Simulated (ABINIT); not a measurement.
Planning a run of ABINIT 10.8.3 on Al3GaN4 (P-43m). The input:

```
acell 3*1.0 Angstrom
rprim 
  4.401438530000 0.000000000000 0.000000000000
  0.000000000000 4.401438530000 0.000000000000
  0.000000000000 0.000000000000 4.401438530000
ntypat 3
znucl 13 31 7
natom 8
typat 1 1 1 2 3 3 3 3
xred 
  0.500000000000 0.500000000000 0.000000000000
  0.500000000000 0.000000000000 0.500000000000
  0.000000000000 0.500000000000 0.500000000000
  0.000000000000 0.000000000000 0.000000000000
  0.744163430000 0.744163430000 0.255836570000
  0.744163430000 0.255836570000 0.744163430000
  0.255836570000 0.744163430000 0.744163430000
  0.255836570000 0.255836570000 0.255836570000
pp_dirpath "pseudos"
pseudos "Al.upf, Ga.upf, N.upf"
ecut 36
ngkpt 2 2 2
nshiftk 1
shiftk 0 0 0
kptopt 1
chksymbreak 0
istwfk *1
occopt 1
irdwfk 1
optdriver 3
nband 275
ecuteps 5.3
inclvkb 2
awtr 1
symchi 1
gwcalctyp 1
nfreqre 0
nfreqim 8
gwrpacorr 1
indata_prefix "in"
outdata_prefix "out"
tmpdata_prefix "tmp"
```

```sh
OMP_NUM_THREADS=1 mpirun -n 4 abinit run.abi > log
```

How long will it take on 4 MPI ranks of Arm Neoverse V1, shared host, and how much memory?

It took 79 s; on shared hardware allow 39 s to 2.6 min. Peak host memory was 1.3 GiB.

[Paths, hosts, dates, memory and timing lines, banners, echoed tables and standing remarks are left out of the program output.]

[Logs are printed without paths, hosts, clocks, repeated set-up lines and the standing remarks that a program may print on its own settings, such as how far it seeks lower states.]

[Runs of the session that timed out or met a known fault of the program may be left out.]

[Hosts, paths, dates, database ids (printed as entryN), source tags and the programs' standing remarks are cut or masked in the printed files.]

[G0W0 gaps are taken among the corrected bands and points alone; a level outside them can change the order at an edge.]

[Where Ansatz stands beside ABINIT at settings called matched, ABINIT's density can come from a denser mesh and the files from another edition; pairs whose starting gaps differed by over 0.03 eV were left out, so agreement reads better than it is.]
